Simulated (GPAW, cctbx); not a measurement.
# Bonding in AlRe2N as X-rays see it

Aim: compute the bonding part of the density of AlRe2N, find which reflections carry it, and see how it biases an ordinary refinement.

The cell comes from substitution in a known structure type and wasn't matched to any measured phase. All numbers below are calculated.

## Step 1: Relax the structure

The density hangs on the geometry, so cell and atoms are relaxed first, with the symmetry held. The cutoff is set higher than for the density because stress converges slowly with plane waves.

Settings: GPAW 26.7.0, PBE, 900 eV, 7×7×2 k-points (along the axes of the calculation cell), Fermi–Dirac width 0.1 eV, BFGS to 0.03 eV/Å.

```text
cell
1.0
     2.893000000    0.000000000    0.000000000
    -1.446500000    2.505411493    0.000000000
     0.000000000    0.000000000   12.995000000
Re Al N
4 2 2
Direct
0.333333333 0.666666667 0.084100000
0.666666667 0.333333333 0.584100000
0.666666667 0.333333333 0.915900000
0.333333333 0.666666667 0.415900000
0.333333333 0.666666667 0.750000000
0.666666667 0.333333333 0.250000000
0.000000000 0.000000000 0.000000000
0.000000000 0.000000000 0.500000000
```

```console
$ OMP_NUM_THREADS=1 mpirun -n 4 gpaw python run.py > gpaw.log
```

```text
BFGS:    0      -65.666760        5.055217
BFGS:    1      -67.142004        2.936032
BFGS:    2      -68.000613        2.121030
BFGS:    3      -68.075473        1.931814
...
BFGS:   10      -68.887758        0.530121
BFGS:   11      -68.914623        0.167396
BFGS:   12      -68.917664        0.023033
cell  2.8120 2.8120 14.4914  90.00 90.00 120.00
volume 99.235 A^3, largest force 0.020 eV/A, largest stress 0.30 GPa
```

The cell moved far, while the k-mesh and basis were chosen for the start, so the final shape may be somewhat biased.

After 12 steps the volume has changed by +5.4 % and the energy by -3.251 eV; the largest stress left is 0.30 GPa. It took 5.4 min on 4 cores of Intel(R) Xeon(R) Platinum 8488C (Sapphire Rapids) (shared host), peak memory 1.5 GiB.

Relaxed structure: P6_3/mmc (no. 194), a = 2.8120 Å, b = 2.8120 Å, c = 14.4914 Å, α = 90.00°, β = 90.00°, γ = 120.00°.

| atom | mult. | x | y | z |
| --- | --- | --- | --- | --- |
| Re1 | 4 | 1/3 | 2/3 | 0.1001 |
| Al1 | 2 | 1/3 | 2/3 | 3/4 |
| N1 | 2 | 0 | 0 | 0 |

## Step 2: The all-electron density

X-rays see the whole electron density, so the PAW density is rebuilt with its core regions. Subtracting spherical free atoms from the same code cancels the cores and leaves the deformation density Δρ, the part due to bonding.

Settings: PBE, 550 eV, 9×9×2 k-points (along the axes of the calculation cell), Fermi–Dirac width 0.1 eV; primitive cell of 8 atoms.

```console
$ OMP_NUM_THREADS=1 mpirun -n 4 gpaw python run.py > gpaw.log
```

```text
|iter:   1|       0s |  -70.070568 | +0.46 |       |
|iter:   2|       1s |  -69.599444 | -1.37 | -1.06 |
|iter:   3|       2s |  -70.264311 | -0.03 | -1.10 |
...
|iter:  15|      14s |  -68.282655c| -6.74 | -4.95c|
|iter:  16|      15s |  -68.282654c| -7.25 | -5.29c|
|iter:  17|      16s |  -68.282654c| -7.63c| -5.52c|
```

```text
grid (32, 32, 160)  electrons 340.000  moved by bonding 1.924 e
deformation density beyond 0.5 A of the nuclei: max 0.212, min -0.306 e/A^3
atom        x       y       z   Voronoi charge  moment
Re1    0.3333  0.6667  0.1001      0.086       0.00
Re2    0.6667  0.3333  0.6001      0.086       0.00
Re3    0.6667  0.3333  0.8999      0.086       0.00
Re4    0.3333  0.6667  0.3999      0.086       0.00
Al5    0.3333  0.6667  0.7500      0.008       0.00
Al6    0.6667  0.3333  0.2500      0.008       0.00
N 7    0.0000  0.0000  0.0000     -0.180       0.00
N 8    0.0000  0.0000  0.5000     -0.180       0.00
mean inner potential of superposed free atoms 31.114 V
total magnetic moment 0.000 muB
```

Deformation density in a plane through the shortest contact of the Re atom at the origin, in 0.01 e/Å³ (clipped at ±99); x from -1.6 to 3.8 Å, y from 2.4 down to -2.4 Å:

```text
  .  -1  -5   8  10   .   .   9   6 -10 -10   .   .  -9  -6   2
  . -16 -10   8  11   .   .  11   8  -7  -7   .   . -25 -13   1
-11  -1  -5   3   7  12  10   5   1  -5   0 -11  -8   0   0   5
 -5   2   3   0   0   6   6  -1  -3  -4  -3  -7 -10  -3   4   5
  4   6   4  -2 -12 -12  -5  -5  -3   3   8  10   5   0   0   0
  5   3  -5  -4   .   .   3  -5   4   6   .   .   7   5  -8  -4
  4   1 -13 -28   .   . -17 -10   8  12   .   .  12   9  -9 -17
  3   3  -2  -1   .   .  -3  -8   4   7   .   .   6   5  -5   2
  1   4   3  -2 -16 -10   0   0   0   4  10   8   3  -3  -5  -5
  0   2   4   3   0   1   5   4  -2  -9  -8  -3  -4  -4  -1   5
 -3  -2   0   3   4   6   5   0   0  -6 -12   0  -5   1   5   9
 -6  -7  -5  -2   2   5   1 -12 -26   .   .  -6  -8   7  11   .
 -7  -6   .  -4  -2   3   2  -6  -9   .   .  -9 -11   5   9   .
```

Atoms in or within 0.15 Å of the plane: Re (1.8, -2.1), Re (0.0, 0.0), Re (2.5, 2.1), N (2.2, 0.0), N (0.4, 2.1) Å. Dots mark points within about 0.45 Å of a nucleus; large values next to them are atomic features.

N gains most (-0.18 e) and Re loses most (+0.09 e); N is the most electronegative element, but the order of the others doesn't follow electronegativity. Such charges fall far short of formal ones, since overlapping free atoms already put density on their neighbours. Along the shortest contact from the Re atom at the map's origin, Re–N at 2.18 Å, Δρ is -0.01 e/Å³ at the midpoint and highest, +0.12, 1.63 Å from Re (points within 0.5 Å of a nucleus left out): little sits at the middle, as in a polar contact, whose build-up shifts to the more electronegative atom. At the midpoints of other shortest contacts it is +0.03 (Re–Al, 2.71 Å), +0.04 (Re–Re, 2.81 Å), -0.01 (Al–Al, 2.81 Å) and -0.04 (N–N, 2.81 Å) e/Å³. Point values carry grid noise of about 0.01 e/Å³. The run needed 17 iterations, 28 s.

## Step 3: Structure factors

The Fourier components of Δρ, added to those of the free atoms, give the static X-ray structure factors; the Mott–Bethe relation turns them into the Fourier components V of the potential that fast electrons feel.

```text
static structure factors of the conventional cell: F in electrons, V (Mott-Bethe) in volts
   h  k  l      d  |F| table  |F| free   |F| DFT   change   |V| free  |V| DFT  change %
   0  0  2  7.2457    78.860    78.787    78.703   -0.084     3.868    4.072      5.3
   0  0  4  3.6229   188.675   188.623   188.775    0.153     8.778    8.686     -1.1
   1  0  0  2.4353   126.033   125.962   125.550   -0.411     6.311    6.423      1.8
   0  0  6  2.4152   212.021   211.879   210.830   -1.048    11.377   11.660      2.5
   1  0  1  2.4016   112.204   112.078   112.025   -0.053     4.858    4.872      0.3
   1  0  2  2.3084    20.753    20.737    20.280   -0.457     0.380    0.268    -29.6
   1  0  3  2.1745   216.540   216.265   215.779   -0.486    11.621   11.727      0.9
   1  0  4  2.0211    96.354    96.189    96.329    0.139     4.974    4.947     -0.5
   1  0  5  1.8645    14.846    14.825    14.540   -0.284     1.353    1.399      3.4
   0  0  8  1.8114    95.897    95.722    95.361   -0.361     5.800    5.855      0.9
   1  0  6  1.7149   106.400   106.195   106.394    0.199     5.685    5.658     -0.5
   1  0  7  1.5773   168.698   168.374   168.165   -0.209     6.494    6.518      0.4
   1  0  8  1.4534    35.242    35.157    34.994   -0.163     1.058    1.074      1.5
   0  0 10  1.4491   204.177   203.879   204.248    0.369     8.159    8.123     -0.4
```

The largest X-ray change is -1.05 e on 006, 0.5 % of |F|. For electrons V goes as (Z − F)/g², so a change of F counts against Z − F, which is small at low angle and wherever the atoms' terms cancel: |V| of 102 moves by -29.6 % (0.38 to 0.27 V) against -2.2 % in |F|. The last three rows still change by up to 0.37 e; the table stops while the angles are still low. The tabulated Hartree–Fock atoms differ from the free DFT atoms by up to 0.32 e, so the choice of reference atom matters too.

## Step 4: How cheap can the run be?

Cutoff and k-mesh: one is changed at a time, to find what the result needs.

| run | ΔF 006 (e) | ΔF 103 (e) | ΔF 102 (e) | q(N) (e) | moved (e) | time |
| --- | --- | --- | --- | --- | --- | --- |
| 550 eV 9×9×2 | -1.048 | -0.486 | -0.457 | -0.180 | 1.924 | 28 s |
| 250 eV 9×9×2 | -0.745 | -0.470 | -0.151 | -0.083 | 2.052 | 12 s |
| 350 eV 9×9×2 | -0.940 | -0.481 | -0.351 | -0.156 | 1.948 | 19 s |
| 750 eV 9×9×2 | -1.060 | -0.490 | -0.466 | -0.181 | 1.883 | 41 s |
| 550 eV 3×3×1 | -1.348 | -0.448 | -0.508 | -0.207 | 2.020 | 11 s |
| 550 eV 5×5×1 | -1.011 | -0.483 | -0.462 | -0.179 | 1.904 | 14 s |

Within 0.02 e of the base on all three: 750 eV 9×9×2. The largest error, 0.306 e, comes with 250 eV 9×9×2. Times are from shared hosts.

## Step 5: What a spherical-atom refinement makes of it

Routine crystallography fits spherical atoms. To see the bias, intensities are simulated from tabulated atoms plus the DFT change ΔF, so that bonding alone can misfit (4196 reflections of the full sphere, merged to the counts below, to 0.45 Å, 1.5 % proportional noise plus counting noise, assumed isotropic U as listed, Δρ smeared by the mean U) and refined with cctbx over different ranges.

```
                    range  data      R1  GooF  U Re1 (true 0.0057)  U Al1 (true 0.0106)  U N1 (true 0.0123)  largest shift (Å)  Δρ max, min (e/Å³)
                 all data   273  0.0031  1.01               0.0057               0.0106              0.0123             0.0000         0.38, -0.62
 low resolution, d > 0.84    53  0.0028  0.98               0.0057               0.0105              0.0116             0.0000         0.20, -0.24
     high order, d < 0.75   200  0.0033  1.02               0.0057               0.0106              0.0124             0.0000         0.38, -0.33
occupancies free, d > 0.7    82  0.0028  0.95               0.0057               0.0109              0.0124             0.0000         0.28, -0.37
```

With all data GooF is 1.01, so at this noise the bonding hardly shows; the top residual peak, near noise level, lies 0.89 Å from Al and 1.85 Å from Re. No U is off by more than 3 s.u. at low resolution. With Re1 held at 1 and the scale free, the other occupancies refine to Al1 1.007(0.006) and N1 1.023(0.012), within three s.u. of full.

## Step 6: Answer

Bonding moves 1.92 e in the primitive cell of AlRe2N and changes the structure factors of the conventional cell in the table above by at most 1.05 e (006, 0.5 %), and among reflections above 2 % of the strongest by up to 2.2 % (102). The shortest bond, Re–N, has Δρ = -0.01 e/Å³ at its midpoint, low for a shared bond; with the charge transfer this is a polar contact. Within 0.02 e of the base on all three: 750 eV 9×9×2. The largest error, 0.306 e, comes with 250 eV 9×9×2. With all data GooF is 1.01, so at this noise the bonding hardly shows. Limits: static density, frozen cores, no spin–orbit coupling.

[Outputs are excerpts: Python notices, other lines and further rows are left out; steps that failed or that the build refused (PBEsol, TPSS) are not shown.]

[Logs are printed without paths, hosts, clocks, repeated set-up lines and the standing remarks that a program may print on its own settings, such as how far it seeks lower states.]
